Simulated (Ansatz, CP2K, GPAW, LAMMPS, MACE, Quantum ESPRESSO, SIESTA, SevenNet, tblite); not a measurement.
# Quantum ESPRESSO on amorphous carbon (64 atoms): settings against a plane-wave reference, part 2 of 2

How do the settings of Quantum ESPRESSO change the result for amorphous carbon (64 atoms)? A plane-wave run serves as the yardstick.

Program: Quantum ESPRESSO 7.5; the method stands at each step. Banners, paths, timers and routine set-up lines are dropped from the logs unmarked, and long logs keep their key lines alone; longer cuts are marked.

So far. Step 2 (PBE, sssp-1.3.0-efficiency, 45/360 Ry): Forces lie 0.38 % from the reference's, at 6.1 times its CPU time (on 2 against 4 cores). Step 3 (PBE+D3(BJ), sssp-1.3.0-efficiency, 45/360 Ry): Against the first run (0.38 %), the force difference from the reference is 4.9 %, at 1.0 times the CPU time; the model has changed, so this is no error of the program alone.

## 4. PBE, dojo-0.4.1-standard, 60/240 Ry

Method: Kohn-Sham DFT, PBE, PseudoDojo 0.4.1 standard norm-conserving pseudopotentials, plane waves.

The pseudopotential files are exchanged too: ./pseudo now holds the set dojo-sr-pbe-0.4.1-standard.

Input file pw.in:

```
&control
  calculation = 'scf'
  pseudo_dir = './pseudo'
  outdir = './tmp'
  disk_io = 'none'
  tprnfor = .true.
  tstress = .true.
/
&system
  ibrav = 0
  nat = 64
  ntyp = 1
  ecutwfc = 60
  ecutrho = 240
  nosym = .true.
  occupations = 'smearing'
  smearing = 'fd'
  degauss = 0.003675
/
&electrons
  conv_thr = 3.2e-07
  electron_maxstep = 100
  mixing_beta = 0.2
  mixing_mode = 'local-TF'
  diagonalization = 'david'
/
ATOMIC_SPECIES
C 12.011 C.upf
CELL_PARAMETERS angstrom
7.59030 0.00000 0.00000
0.00000 7.59030 0.00000
0.00000 0.00000 7.59030
ATOMIC_POSITIONS crystal
[... 64 atom lines left out: the same atoms as in the first run ...]
K_POINTS gamma
```

On the command line:

```
> OMP_NUM_THREADS=1 mpirun -np 2 pw.x -in pw.in > output.txt
```

Log:

```text
[banner, memory and clock lines left out]
Program PWSCF
     gamma-point specific algorithms are used
     bravais-lattice index     =            0
     lattice parameter (alat)  =      14.3436  a.u.
     unit-cell volume          =    2951.0286 (a.u.)^3
     number of atoms/cell      =           64
     number of atomic types    =            1
     number of electrons       =       256.00
     number of Kohn-Sham states=          154
     kinetic-energy cutoff     =      60.0000  Ry
[... lines left out ...]
     scf convergence threshold =      3.2E-07
[... lines left out ...]
     number of k points=     1  Fermi-Dirac smearing, width (Ry)=  0.0037
[... lines left out ...]
     total energy              =    -766.95084400 Ry
[... lines left out ...]
     total energy              =    -765.69594225 Ry
[... lines left out ...]
     total energy              =    -766.01099292 Ry
[... lines left out ...]
     total energy              =    -766.01017762 Ry
[... lines left out ...]
     total energy              =    -766.01017782 Ry
[... lines left out ...]
          k = 0.0000 0.0000 0.0000 ( 11516 PWs)   bands (ev):
    -9.8736  -8.4475  -8.3091  -8.1413  -8.0715  -7.7626  -7.6905  -6.9867
    -6.8268  -6.7028  -6.6338  -6.3665  -6.2381  -6.0820  -5.9121  -5.8419
    -5.6929  -5.4934  -5.3062  -4.8747  -4.7499  -4.5043  -4.2093  -4.0059
[...]
12.2451  12.4471  12.4614  12.7210  12.8335  13.1119  13.2711  13.4320
    13.6672  13.9721  14.1582  14.9752  15.2381  15.4790  15.7226  15.8575
    15.9949  16.3192
     the Fermi energy is    11.0542 ev
!    total energy              =    -766.01017776 Ry
     estimated scf accuracy    <       0.00000023 Ry
     smearing contrib. (-TS)   =      -0.01635816 Ry
     internal energy E=F+TS    =    -765.99381960 Ry
     The total energy is F=E-TS. E is the sum of the following terms:
     one-electron contribution =     128.26960531 Ry
     hartree contribution      =     101.89716076 Ry
     xc contribution           =    -272.10747610 Ry
     ewald contribution        =    -724.05310957 Ry
     convergence has been achieved in  15 iterations
     Forces acting on atoms (cartesian axes, Ry/au):
     atom    1 type  1   force =    -0.04050234    0.02178402   -0.00129841
     atom    2 type  1   force =     0.09982567    0.03429537    0.04300645
     atom    3 type  1   force =    -0.03466598    0.00669300   -0.04753300
[...]
atom   63 type  1   force =    -0.00357186   -0.03528962   -0.00801598
     atom   64 type  1   force =    -0.01019691   -0.04353961   -0.06143903
     Total force =     0.680543     Total SCF correction =     0.001072
     Computing stress (Cartesian axis) and pressure
          total   stress  (Ry/bohr**3)                   (kbar)     P=     -133.13
  -0.00131347  -0.00023925  -0.00010475         -193.22      -35.19      -15.41
  -0.00023925  -0.00097408  -0.00011584          -35.19     -143.29      -17.04
  -0.00010475  -0.00011584  -0.00042740          -15.41      -17.04      -62.87
     Message from routine punch:
     Nothing written, as per user request (disk_io='none')
```

The job ended after 30 s (2 MPI ranks of Arm Neoverse V1, shared host; peak memory 0.39 GiB).

Numbers from this run, and their distance from the reference:

| Property | Result |
| --- | --- |
| r.m.s. force component | 1.263 eV/Å |
| r.m.s. difference of force components | 18.02 meV/Å |
| longest difference of force vectors | 58.11 meV/Å |
| force difference over r.m.s. force | 1.434 % |
| slope of forces against the reference's | 1.005 |
| correlation of force components | 0.9999 |
| pressure | -13.31 GPa |
| pressure difference | -5.924 GPa |

This is a coarse setting, run to see what it loses.

Against the first run (0.38 %), the force difference from the reference is 1.4 %, at 0.72 times the CPU time.

## 5. The ladder

Differences are against the plane-wave reference, forces as r.m.s. over components; share is that over the reference's r.m.s. force, slope the least-squares factor from reference forces to these. Total energies of different programs have different zeros and aren't compared.

```
                                            run  Δ force, r.m.s. (meV/Å)  share (%)  slope  Δ pressure (GPa)  cores  CPU time  memory (GiB)
                                      reference                        -          -      -                 -      4      14 s          0.54
       QE PBE, sssp-1.3.0-efficiency, 45/360 Ry                     4.81      0.383  1.001             0.197      2      83 s          0.85
QE PBE+D3(BJ), sssp-1.3.0-efficiency, 45/360 Ry                     61.2       4.87  1.015             -1.13      2      83 s          0.86
QE PBE, dojo-0.4.1-standard, 60/240 Ry (coarse)                     18.0       1.43  1.005             -5.92      2      60 s          0.39
```

Rows marked coarse were listed beforehand as settings not expected to be converged; some can still land near the reference.

CPU time is summed over cores on a shared host, where runs went side by side, so it is rough. Symmetry, cutoffs, thresholds, outputs and thread counts weren't matched or tuned between programs; memory under MPI is the largest rank's times the ranks.

## 6. What came out

| Quantity | Value |
| --- | --- |
| nearest in forces | QE PBE, sssp-1.3.0-efficiency, 45/360 Ry, 0.38 % |
| its CPU time | 83 s |

What this shows: PBE on plane waves or a grid with other potentials, cutoffs or grids, coarse settings apart, differs from the reference by 0.38 % (QE PBE, sssp-1.3.0-efficiency, 45/360 Ry) of the r.m.s. force; this holds the reference's own error, so differences of a few per cent don't tell which side is nearer the exact PBE result (QE's 45 Ry are 612 eV, against the reference's 420 eV). Rows with another functional or a dispersion term differ by 4.9 % (QE PBE+D3(BJ), sssp-1.3.0-efficiency, 45/360 Ry), which mixes the change of model with differences of basis and potentials. Runs with settings chosen to be coarse differ by 1.4 % (QE PBE, dojo-0.4.1-standard, 60/240 Ry), their programs' other errors included. None of the electronic-structure runs in the table takes under half the reference's CPU time of 14 s; they take 4.4 to 6.1 times as much. In pressure, QE PBE, dojo-0.4.1-standard, 60/240 Ry misses by -5.9 GPa, at the same functional; a cutoff this low leaves a large Pulay stress. The quench rate of 100 K/ps is many orders above laboratory rates, so the cell is likely richer in defects and strain than a real sample. The network of bonds at the start is that of the classical potential that made the cell, and needn't be the one that DFT or experiment would give. The reference's stress is far from hydrostatic: its diagonal is -13.3, -8.4, -0.4 GPa, compression counted positive. The reference's pressure of -7.4 GPa belongs to a cell and atoms that aren't relaxed at this level. The electronic-structure runs sample only Γ, in a cell whose shortest periodic width is 8 Å, which is coarse for a cell with partly filled levels.

[Also dropped from logs without a mark: logging warnings of Python, and SIESTA's first energy breakdown and zero terms.]

[Logs are printed without paths, hosts, clocks, repeated set-up lines and the standing remarks that a program may print on its own settings, such as how far it seeks lower states.]

[Hosts, paths, dates, database ids (printed as entryN), source tags and the programs' standing remarks are cut or masked in the printed files.]
